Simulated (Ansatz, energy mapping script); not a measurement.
## YNiO2 in a distorted infinite layer structure: J from the energies of magnetic orders (plane buckled by 10°)

Wanted: the magnetic order of YNiO2 in a distorted infinite layer structure, its couplings and an estimate of its ordering temperature, by PBEsol+U (5.7 eV).

Method: PBEsol with U = 5.7 eV on Ni d, ortho-atomic projectors; plane waves, U on orthogonalised atomic orbitals unless named otherwise, collinear spin, no spin–orbit coupling, in Ansatz 0.2.0.

## Step 1: The structure

Symmetry: P-4m2, No. 115, tetragonal system. Conventional cell: a = 3.803 Å, b = 3.803 Å, c = 3.065 Å, α = 90.00°, β = 90.00°, γ = 90.00°. Nearest to Y lie 8 O at 2.25 to 2.67 Å. Nearest to Ni lie 4 O at 1.93 Å. O has 2 Ni at 1.93 Å and 4 Y at 2.25 to 2.67 Å nearest. infinite layer prototype, lattice guessed from radii. Farther neighbours and most contacts between anions are not listed.

As a file:

```
Y Ni O
1.0
     3.80252    0.00000    0.00000
     0.00000    3.80252    0.00000
     0.00000    0.00000    3.06491
Y Ni O
1 1 2
Cartesian
  1.9013 1.9013 1.5325
  0.0000 0.0000 0.0000
  1.9013 0.0000 0.3352
  0.0000 1.9013 2.7297
```

This cell was built for the study (infinite layer prototype, lattice guessed from radii), not taken from an experiment; the compound need not form in this structure.

The parent cell was relaxed beforehand in Ansatz under PBEsol with U = 5.4 eV on Ni d, ortho-atomic projectors, from parallel moments.

This cell differs from the relaxed one by: plane buckled by 10°. The bonds from the magnetic cation to the anions keep their length, so the cell shrinks in the plane.

The U corrects the self-interaction that lets semilocal functionals spread d and f electrons too far. Its value here is typed, not computed.

## Step 2: One set of occupation matrices for all orders

A corrected shell can settle in several orbital fillings. One parallel run, with an occupation width a fifth wider than the orders use, therefore is to supply the occupation matrices. All orders start from them.

input.yaml

```yaml
crystal:
  lattice:
    - [3.802517521, 0.0, 0.0]
    - [0.0, 3.802517521, 0.0]
    - [0.0, 0.0, 3.064906888]
  atoms:
    - { symbol: "Y", position: [0.5, 0.5, 0.5] }
    - { symbol: Ni, position: [0.0, 0.0, 0.0], spin: 2.0 }
    - { symbol: O, position: [0.5, 0.0, 0.109381208] }
    - { symbol: O, position: [0.0, 0.5, 0.890618792] }
magnetization:
  spin_polarized: true
kpoints:
  mp_grid: { grid: [10, 10, 12] }
hamiltonian:
  xc: pbesol
  hubbard:
    sites: [{ species: Ni, l: d, u_eff: 5.7 }]
    projectors: ortho-atomic
scf:
  occupations: { method: fermi_dirac, width: 0.06 }
output:
  eigenvalues: true
```

Command:

```bash
$ ansatz run input.yaml --threads 4 --pin off --max-ram 8192MiB --backend cpu --events-out ev --progress --plain --runs-dir out
```

Numbers of over 12 decimals in the logs are rounded to 6 here.

Output:

```text
Engine: ansatz 0.2.0, aarch64-unknown-linux-gnu
Pseudopotentials: kind: paw
Pseudopotential: Y, paw, valence charge 11, recommended cutoff 420 eV (normal), Y.paw.azcp
Pseudopotential: Ni, paw, valence charge 18, recommended cutoff 420 eV (normal), Ni.paw.azcp
Pseudopotential: O, paw, valence charge 6, recommended cutoff 420 eV (normal), O.paw.azcp
Functional definition: PBEsol
  exchange = pbesol_x
  correlation = pbesol_c
Crystal: 4 atoms, lattice volume = 44.316 Å³
Basis set: ecut = 420 eV, 867 PW (Γ)
Bands: 26, of which v1, the nominal top of the filled ones, is band 21 counted from 1 (20 counted from 0)
Symmetry: 8 space group operations
Space group: P-4m2 (ITA 115), of the structure as read, at distance tolerance 3.5e-5 Å
Magnetic group: BNS 115.283 (UNI 943), of the structure as read, at distance tolerance 3.5e-5 Å
k-points: 147 of 1200 (time reversal used)
Non-local potential: Y, projectors of the file, l = 0: 3, l = 1: 2, l = 2: 2, l = 3: 1
Non-local potential: Ni, projectors of the file, l = 0: 3, l = 1: 2, l = 2: 3, l = 3: 1
Non-local potential: O, projectors of the file, l = 0: 2, l = 1: 2, l = 2: 1
PAW form: soft (Blöchl's): semilocal exchange-correlation on the pseudo side does not see the compensation charge
PAW frozen core: Y, regenerated for the run's functional, and the local potential with it (the file was generated under x = pbe(κ = 0.804, μ = 0.219515), c = pbe(β = 0.066725))
PAW frozen core: Ni, regenerated for the run's functional, and the local potential with it (the file was generated under x = pbe(κ = 0.804, μ = 0.219515), c = pbe(β = 0.066725))
PAW frozen core: O, regenerated for the run's functional, and the local potential with it (the file was generated under x = pbe(κ = 0.804, μ = 0.219515), c = pbe(β = 0.066725))
PAW one-centre angular grid: Y, 590 points (default); XC on 64 Gauss nodes
PAW one-centre angular grid: Ni, 590 points (default); XC on 64 Gauss nodes
PAW one-centre angular grid: O, 110 points (default); XC on 64 Gauss nodes
Initial density: superposition of atomic densities (chi_scale 0.1, normalization cell, long waves kept (reshape's long-wave potential 0.00 eV rms))
Starting moments: Σ|m| = 2 μB on 1 of 4 sites
Initial wavefunctions: pseudopotential atomic-orbital guess
Functional: x = pbesol(κ = 0.804, μ = 0.123457), c = pbesol(β = 0.046)
SCF iter   1: F=—  HF=-10724.941652 eV  |F-HF|=—  |Δ(HF+E_count)|=         —  Δρ=2.21e-1 (↑4.72e-2 ↓2.21e-1)  dr2=2.07e1  dr2_m=3.97e0  M=0.699 μB ∫|m|=0.737 μB  β_m=0.30  ethr=3.10e-3  ⟨swp⟩=5.5  Hψ=27711  notcnv=0
preconditioner: auto → Kerker (q_TF=auto, 2.693 Å⁻¹)  [metal: Δε(μ)=0.015 eV  Ē_g=14.256 eV  σ=0.060 eV  W_gap=0.06  n_scr=18 (ndim 8)  ℏωp=31.1 eV  f_vac=0.000  D(μ)=0.62/eV (n_scr^D=0)]
[...]
SCF iter   8: F=—  HF=-10723.496301 eV  |F-HF|=—  |Δ(HF+E_count)|=   8.85e-2  Δρ=2.80e-3 (↑2.80e-3 ↓1.57e-3)  dr2=2.10e-3  dr2_m=1.07e-3  M=0.977 μB ∫|m|=1.049 μB  β_m=0.67  ethr=1.17e-5  ⟨swp⟩=2.1  Hψ=15280  notcnv=0  defer=230
SCF iter   9: F=—  HF=-10723.496746 eV  |F-HF|=—  |Δ(HF+E_count)|=   4.45e-4  Δρ=2.79e-3 (↑1.29e-3 ↓2.79e-3)  dr2=4.08e-3  dr2_m=3.16e-4  M=0.980 μB ∫|m|=1.043 μB  β_m=0.63  ethr=5.13e-6  ⟨swp⟩=2.0  Hψ=15485  notcnv=0  defer=233
[...]
SCF 1 converged in 15 iterations: F = -10723.496184 eV  dr2 = 1.39e-9
[...]
Symmetry: 1 space group operations
k-points: 604 of 1200 (time reversal used)
[...]
spin=Collinear: Kerker preconditioning applied to the charge; magnetization (m = ρ↑ − ρ↓) channel mixes plain (no charge-response kernel on spin).
[...]
SCF 2 converged in 14 iterations: F = -10723.496184 eV  dr2 = 1.12e-8
an SCF from ferromagnetic starting moments (0.00, 2.00, 0.00, 0.00 Bohr magnetons, atom by atom) closed no lower than the state that the run had reached (+0.00 meV in free energy), which stands; the SCF set out from the atoms and, under a Hubbard term, can stand on another filling of the shells than the run's state, so that by this SCF it is not known whether that order lies lower
SCF converged after 15 iterations
Magnetization: 0.9788 μB (20.9894 up, 20.0106 down)
Absolute magnetization: 1.0335 μB (∫|ρ↑−ρ↓|, with the PAW one-centre terms)
Spin contamination: 0.0162 ħ² per cell (⟨S²⟩ above its minimum at these occupations)
Per-site moments (μB) at R_I (Å): [(3.8736940118820184e-5, 0.926804), (0.880282, 0.796368), (0.031839, 0.796368), (0.031839, 0.796368)]
Free energy (F): -10723.496184 eV
Harris-Foulkes:  -10723.496184 eV  (|F-HF|=1.66e-10)
Internal energy: -10723.493470 eV  (E = F + TS)
E sigma→0 (E₀):  -10723.494827 eV
Entropy (-TS):   -0.002713 eV (-0.678 meV/atom)
Fermi energy:    15.024549 eV
--- Per-component energies (eV) ---
  E_band       = -356.304009
  E_kinetic    = 945.499882
  E_local      = -5321.705597  (includes V_loc(G=0)·N_el)
  E_nonlocal   = 799.972498
  E_hartree    = 2203.319464
  E_xc         = -404.068062
  E_vxc        = -497.483751  (∫ρ·V_xc dr)
  E_hubbard    = 1.326714  (on-site DFT+U / exact-exchange correction)
  E_vhub       = -22.444246  (the Hubbard potential's part of the band-sum identity)
  E_paw        = -4683.251917  (= ΣΔE_a)
  E_vpaw       = -666.787086  (= ΣTr[D̂ρ^β])
  E_aug_tail   = 0.005338  (compensation charges beyond the density's cutoff)
  E_ewald      = -4265.008427
  E_core_change = 0.416637  (= ΣΔE_core)
  E_smearing   = -0.002713  (= −TS)
  E_closure    = -0.000000  (closes the sum)
  Σ components = -10723.496184   (vs F -10723.496184, Δ=0.00e0)
--- Band table (eV; the first three rows and the last of 294) ---
  k-point 0 ↑: bands = [... 17 lower, 11.9790, 12.2943, 12.4242, 12.4242, 14.8787, 16.6949, 18.1424, 18.4423, ... 1 higher]
  k-point 1 ↑: bands = [... 17 lower, 11.8691, 12.3216, 12.4204, 12.4204, 15.0930, 16.8421, 18.4573, 18.4594, ... 1 higher]
  k-point 2 ↑: bands = [... 17 lower, 11.7266, 12.3546, 12.4121, 12.4121, 15.7357, 17.3292, 18.4993, 19.1979, ... 1 higher]
  k-point 146 ↓: bands = [... 17 lower, 13.1993, 13.2746, 13.9904, 14.4427, 17.9080, 17.9080, 19.6649, 20.3694, ... 1 higher]
Occupation matrices written to <dir>
```

Elapsed: 77 s, on 4 threads of Arm Neoverse V1, shared host; peak memory 1.6 GiB; 4.9 min of CPU time.

This step gave:

```yaml
final_state: ferromagnetic
electrons_in_the_corrected_shells: 8.806 e
largest_moment: 0.88 μB
```

## Step 3: Parallel start in cell A (8 atoms)

Each cell gets its own parallel run on the same mesh, so that most of the mesh error cancels in the differences.

input.yaml

```yaml
crystal:
  lattice:
    - [3.802517521, 0.0, 0.0]
    - [0.0, 3.802517521, 3.064906888]
    - [0.0, -3.802517521, 3.064906888]
  atoms:
    - { symbol: "Y", position: [0.5, 0.5, 0.0] }
    - { symbol: "Y", position: [0.5, 0.0, 0.5] }
    - { symbol: Ni, position: [0.0, 0.0, 0.0], spin: 2.0 }
    - { symbol: Ni, position: [0.0, 0.5, 0.5], spin: 2.0 }
    - { symbol: O, position: [0.5, 0.054690604, 0.054690604] }
    - { symbol: O, position: [0.5, 0.554690604, 0.554690604] }
    - { symbol: O, position: [0.0, 0.695309396, 0.195309396] }
    - { symbol: O, position: [0.0, 0.195309396, 0.695309396] }
magnetization:
  spin_polarized: true
kpoints:
  mp_grid: { grid: [9, 8, 8] }
hamiltonian:
  xc: pbesol
  hubbard:
    sites:
      - { species: Ni, l: d, u_eff: 5.7 }
      - { site: 2, l: d, u_eff: 5.7, starting_ns: [{ spin: up, occupation_matrix: ni2_major }, { spin: down, occupation_matrix: ni2_minor }] }
      - { site: 3, l: d, u_eff: 5.7, starting_ns: [{ spin: up, occupation_matrix: ni2_major }, { spin: down, occupation_matrix: ni2_minor }] }
    projectors: ortho-atomic
    occupation_matrices:
      ni2_major:
        matrix:
          - [0.936, 0.0, 0.0, 0.0, 0.0]
          - [0.0, 0.977, 0.0, 0.0, 0.0]
          - [0.0, 0.0, 0.977, 0.0, 0.0]
          - [0.0, 0.0, 0.0, 0.968, 0.0]
          - [0.0, 0.0, 0.0, 0.0, 0.984]
      ni2_minor:
        matrix:
          - [0.895, 0.0, 0.0, 0.0, 0.0]
          - [0.0, 0.965, 0.0, 0.0, 0.0]
          - [0.0, 0.0, 0.965, 0.0, 0.0]
          - [0.0, 0.0, 0.0, 0.159, 0.0]
          - [0.0, 0.0, 0.0, 0.0, 0.98]
scf:
  occupations: { method: fermi_dirac, width: 0.05 }
output:
  eigenvalues: true
```

Output:

```text
[...]
Crystal: 8 atoms, lattice volume = 88.632 Å³
Basis set: ecut = 420 eV, 1739 PW (Γ)
Bands: 52, of which v1, the nominal top of the filled ones, is band 41 counted from 1 (40 counted from 0)
Symmetry: 8 space group operations
[...]
k-points: 105 of 576 (time reversal used)
[...]
Starting moments: Σ|m| = 4 μB on 2 of 8 sites
[...]
SCF iter   1: F=—  HF=-21452.403162 eV  |F-HF|=—  |Δ(HF+E_count)|=         —  Δρ=1.88e-1 (↑4.39e-2 ↓1.88e-1)  dr2=2.98e1  dr2_m=5.38e0  M=1.931 μB ∫|m|=1.958 μB  β_m=0.30  ethr=3.10e-3  ⟨swp⟩=6.0  Hψ=36536  notcnv=0  defer=17
[...]
SCF iter  15: F=-21446.990959 eV  HF=-21446.990959 eV  |F-HF|=8.42e-9  |Δ(HF+E_count)|=   5.05e-8  Δρ=2.58e-6 (↑1.82e-6 ↓2.58e-6)  dr2=1.34e-8  dr2_m=2.75e-10  M=1.957 μB ∫|m|=2.069 μB  ethr=1.22e-10  ⟨swp⟩=7.7  Hψ=35439  notcnv=0
SCF 1 converged in 15 iterations: F = -21446.990959 eV  dr2 = 1.34e-8
[...]
SCF converged after 15 iterations
Magnetization: 1.9574 μB (41.9787 up, 40.0213 down)
Absolute magnetization: 2.0666 μB (∫|ρ↑−ρ↓|, with the PAW one-centre terms)
[...]
Per-site moments (μB) at R_I (Å): [(1.930509581253727e-5, 0.926804), (1.930509581253727e-5, 0.926804), (0.880302, 0.796368), (0.880302, 0.796368), (0.032020, 0.796368), (0.032020, 0.796368), (0.031927, 0.796368), (0.031927, 0.796368)]
Free energy (F): -21446.990959 eV
[...]
Internal energy: -21446.986831 eV  (E = F + TS)
E sigma→0 (E₀):  -21446.988895 eV
Entropy (-TS):   -0.004128 eV (-0.516 meV/atom)
Fermi energy:    15.011458 eV
[...]
--- Specified on-site occupations, and those of the state reported ---
  electrons in the specified blocks: 17.6120 specified, 17.6128 found
  site 2 (l=d) ↓: largest change of an orbital's occupation 0.0006; electrons 3.9640 specified, 3.9638 found; spectral distance 0.0008
[...]
site 3 (l=d) ↑: largest change of an orbital's occupation 0.0004; electrons 4.8420 specified, 4.8426 found; spectral distance 0.0005
[...]
--- Band table (eV; the first three rows and the last of 210) ---
  k-point 0 ↑: bands = [... 37 lower, 12.3479, 12.4260, 12.4263, 12.6101, 13.6312, 14.8775, 16.6951, 18.0255, ... 7 higher]
  k-point 1 ↑: bands = [... 37 lower, 12.2650, 12.4234, 12.5759, 12.6211, 13.5817, 15.0249, 16.8560, 18.1874, ... 7 higher]
  k-point 2 ↑: bands = [... 37 lower, 12.3017, 12.4153, 12.4878, 12.8301, 13.4644, 15.4738, 17.3262, 18.3299, ... 7 higher]
  k-point 104 ↓: bands = [... 37 lower, 13.2258, 13.2390, 13.7887, 16.5418, 17.8919, 18.3569, 18.4512, 19.0195, ... 7 higher]
Occupation matrices written to <dir>
```

Run time: 42 s. Hardware: 4 threads; peak memory 1 GiB.

Spin moment in the sphere by atom:

| atom | spin moment in the sphere (μB) |
| --- | --- |
| Y1 | 0.000 |
| Y2 | 0.000 |
| Ni3 | 0.880 |
| Ni4 | 0.880 |
| O5 | 0.032 |
| O6 | 0.032 |
| O7 | 0.032 |
| O8 | 0.032 |

The run ends ferromagnetic.

## Step 4: Run 2 (compensated +−; cell A, 8 atoms)

This order reverses 2 of the 2 neighbours at 3.06 Å, 2 of the 4 neighbours at 3.80 Å and 4 of the 8 neighbours at 4.88 Å, counted for an average magnetic atom.

Edit input.yaml of step 3 so:

```diff
@@ -9,3 +9,3 @@
     - { symbol: Ni, position: [0.0, 0.0, 0.0], spin: 2.0 }
-    - { symbol: Ni, position: [0.0, 0.5, 0.5], spin: 2.0 }
+    - { symbol: Ni, position: [0.0, 0.5, 0.5], spin: -2.0 }
     - { symbol: O, position: [0.5, 0.054690604, 0.054690604] }
@@ -24,3 +24,3 @@
       - { site: 2, l: d, u_eff: 5.7, starting_ns: [{ spin: up, occupation_matrix: ni2_major }, { spin: down, occupation_matrix: ni2_minor }] }
-      - { site: 3, l: d, u_eff: 5.7, starting_ns: [{ spin: up, occupation_matrix: ni2_major }, { spin: down, occupation_matrix: ni2_minor }] }
+      - { site: 3, l: d, u_eff: 5.7, starting_ns: [{ spin: up, occupation_matrix: ni2_minor }, { spin: down, occupation_matrix: ni2_major }] }
     projectors: ortho-atomic
```

Output:

```text
[...]
Crystal: 8 atoms, lattice volume = 88.632 Å³
Basis set: ecut = 420 eV, 1739 PW (Γ)
Bands: 52, of which v1, the nominal top of the filled ones, is band 41 counted from 1 (40 counted from 0)
Symmetry: 4 space group operations
[...]
k-points: 105 of 576 (time reversal used)
[...]
Starting moments: Σ|m| = 4 μB on 2 of 8 sites
Starting magnetic order: antiferromagnet; a translation exchanges its spin sublattices: spin-degenerate at every k-point
[...]
SCF iter   1: F=—  HF=-21452.453957 eV  |F-HF|=—  |Δ(HF+E_count)|=         —  Δρ=1.38e-1 (↑1.38e-1 ↓1.38e-1)  dr2=3.04e1  dr2_m=5.55e0  M=0.000 μB ∫|m|=1.841 μB  β_m=0.30  ethr=3.10e-3  ⟨swp⟩=5.9  Hψ=17859  notcnv=0  defer=121
[...]
spin=Collinear: Resta preconditioning applied to the charge; magnetization (m = ρ↑ − ρ↓) channel mixes plain (no charge-response kernel on spin).
SCF iter   2: F=—  HF=-21447.272520 eV  |F-HF|=—  |Δ(HF+E_count)|=    5.18e0  Δρ=5.79e-2 (↑5.79e-2 ↓5.79e-2)  dr2=2.12e0  dr2_m=1.91e0  M=0.000 μB ∫|m|=2.065 μB  β_m=0.30  ethr=3.10e-3  ⟨swp⟩=3.7  Hψ=12466  notcnv=0  defer=344
[...]
SCF iter  15: F=-21446.978128 eV  HF=-21446.978128 eV  |F-HF|=2.12e-8  |Δ(HF+E_count)|=   4.62e-8  Δρ=5.94e-6 (↑5.94e-6 ↓5.94e-6)  dr2=6.39e-8  dr2_m=3.36e-9  M=0.000 μB ∫|m|=2.046 μB  ethr=1.22e-10  ⟨swp⟩=2.4  Hψ=14352  notcnv=0
SCF 1 converged in 15 iterations: F = -21446.978128 eV  dr2 = 6.39e-8
[...]
SCF converged after 15 iterations
Magnetization: 0.0000 μB (41.0000 up, 41.0000 down)
Absolute magnetization: 2.0443 μB (∫|ρ↑−ρ↓|, with the PAW one-centre terms)
[...]
Per-site moments (μB) at R_I (Å): [(-2.5267373981422044e-16, 0.926804), (2.520909811465095e-16, 0.926804), (0.866528, 0.796368), (-0.866528, 0.796368), (0.036936, 0.796368), (-0.036936, 0.796368), (5.701632877852872e-17, 0.796368), (-3.281522104693407e-17, 0.796368)]
Free energy (F): -21446.978128 eV
[...]
Internal energy: -21446.977771 eV  (E = F + TS)
E sigma→0 (E₀):  -21446.977949 eV
Entropy (-TS):   -0.000357 eV (-0.045 meV/atom)
Fermi energy:    14.816652 eV
[...]
--- Specified on-site occupations, and those of the state reported ---
  electrons in the specified blocks: 17.6120 specified, 17.6232 found
[...]
--- Band table (eV; the first three rows and the last of 210) ---
  k-point 0 ↑: bands = [... 37 lower, 12.7667, 12.8085, 12.9634, 13.5090, 14.9500, 16.8134, 17.8955, 18.1321, ... 7 higher]
  k-point 1 ↑: bands = [... 37 lower, 12.6289, 12.8078, 13.0041, 13.4939, 15.0855, 16.9640, 17.9692, 18.3119, ... 7 higher]
  k-point 2 ↑: bands = [... 37 lower, 12.5545, 12.8066, 13.0036, 13.4699, 15.5129, 17.4056, 18.0448, 18.3686, ... 7 higher]
  k-point 104 ↓: bands = [... 37 lower, 13.0481, 13.1104, 13.3688, 14.3942, 16.5203, 18.0321, 18.3004, 18.6585, ... 7 higher]
Occupation matrices written to <dir>
```

The job ended after 24 s (4 threads; peak memory 0.93 GiB; 96 s of CPU time).

Spin moment in the sphere by atom:

| atom | spin moment in the sphere (μB) |
| --- | --- |
| Y1 | 0.000 |
| Y2 | 0.000 |
| Ni3 | 0.867 |
| Ni4 | -0.867 |
| O5 | 0.037 |
| O6 | -0.037 |
| O7 | 0.000 |
| O8 | 0.000 |

The run ends antiferromagnetic, 5.47 meV a magnetic atom above the parallel order of its cell.

## Step 5: Order 3: parallel, cell B of 8 atoms

A new cell needs its own zero of energy.

This run holds the same structure in another cell (a 3.803 → 3.065 Å, b 4.884 → 5.378 Å, c 4.884 → 5.378 Å, α 102.3 → 90.0°).

input.yaml

```yaml
crystal:
  lattice:
    - [0.0, 0.0, -3.064906888]
    - [3.802517521, 3.802517521, 0.0]
    - [3.802517521, -3.802517521, 0.0]
  atoms:
    - { symbol: "Y", position: [0.5, 0.5, 0.0] }
    - { symbol: "Y", position: [0.5, 0.0, 0.5] }
    - { symbol: Ni, position: [0.0, 0.0, 0.0], spin: 2.0 }
    - { symbol: Ni, position: [0.0, 0.5, 0.5], spin: 2.0 }
    - { symbol: O, position: [0.890618792, 0.25, 0.25] }
    - { symbol: O, position: [0.890618792, 0.75, 0.75] }
    - { symbol: O, position: [0.109381208, 0.25, 0.75] }
    - { symbol: O, position: [0.109381208, 0.75, 0.25] }
magnetization:
  spin_polarized: true
kpoints:
  mp_grid: { grid: [12, 7, 7] }
hamiltonian:
  xc: pbesol
  hubbard:
    sites:
      - { species: Ni, l: d, u_eff: 5.7 }
      - { site: 2, l: d, u_eff: 5.7, starting_ns: [{ spin: up, occupation_matrix: ni2_major }, { spin: down, occupation_matrix: ni2_minor }] }
      - { site: 3, l: d, u_eff: 5.7, starting_ns: [{ spin: up, occupation_matrix: ni2_major }, { spin: down, occupation_matrix: ni2_minor }] }
    projectors: ortho-atomic
    occupation_matrices:
      ni2_major:
        matrix:
          - [0.936, 0.0, 0.0, 0.0, 0.0]
          - [0.0, 0.977, 0.0, 0.0, 0.0]
          - [0.0, 0.0, 0.977, 0.0, 0.0]
          - [0.0, 0.0, 0.0, 0.968, 0.0]
          - [0.0, 0.0, 0.0, 0.0, 0.984]
      ni2_minor:
        matrix:
          - [0.895, 0.0, 0.0, 0.0, 0.0]
          - [0.0, 0.965, 0.0, 0.0, 0.0]
          - [0.0, 0.0, 0.965, 0.0, 0.0]
          - [0.0, 0.0, 0.0, 0.159, 0.0]
          - [0.0, 0.0, 0.0, 0.0, 0.98]
scf:
  occupations: { method: fermi_dirac, width: 0.05 }
output:
  eigenvalues: true
```

Output:

```text
[...]
Crystal: 8 atoms, lattice volume = 88.632 Å³
Basis set: ecut = 420 eV, 1739 PW (Γ)
Bands: 52, of which v1, the nominal top of the filled ones, is band 41 counted from 1 (40 counted from 0)
Symmetry: 16 space group operations
[...]
k-points: 70 of 588 (time reversal used)
[...]
Starting moments: Σ|m| = 4 μB on 2 of 8 sites
[...]
k-point 1 ↑: bands = [... 37 lower, 12.3562, 12.5977, 12.6709, 12.8261, 14.9411, 15.1365, 16.4082, 16.9029, ... 7 higher]
  k-point 2 ↑: bands = [... 37 lower, 12.2458, 12.3392, 12.5964, 13.3233, 14.8188, 15.0977, 16.0403, 17.4599, ... 7 higher]
  k-point 69 ↓: bands = [... 37 lower, 12.9666, 13.7965, 13.7995, 17.2524, 17.9193, 18.3629, 18.3933, 18.4754, ... 7 higher]
Occupation matrices written to <dir>
[key lines of the parts left out:]
SCF converged after 20 iterations
Magnetization: 1.9592 μB (41.9796 up, 40.0204 down)
Free energy (F): -21446.991593 eV
Fermi energy:    15.024526 eV
```

The job ended after 40 s (4 threads; peak memory 0.79 GiB; 2.6 min of CPU time).

The run ends ferromagnetic. For each magnetic atom its energy differs from the parallel run of the first cell by -0.42 meV, an error that one common reference would have brought in.

(Part 1 of 2 ends here.)

[Logs and program files are shortened in this print: banners, set-up blocks, solver, clock and traceback lines can be left out without a mark of their own.]

[Logs are printed without paths, hosts, clocks, repeated set-up lines and the standing remarks that a program may print on its own settings, such as how far it seeks lower states.]

[Hosts, paths, dates, database ids (printed as entryN), source tags and the programs' standing remarks are cut or masked in the printed files.]

[Where a cell is said to come from a database of computed structures, the database is the Materials Project.]
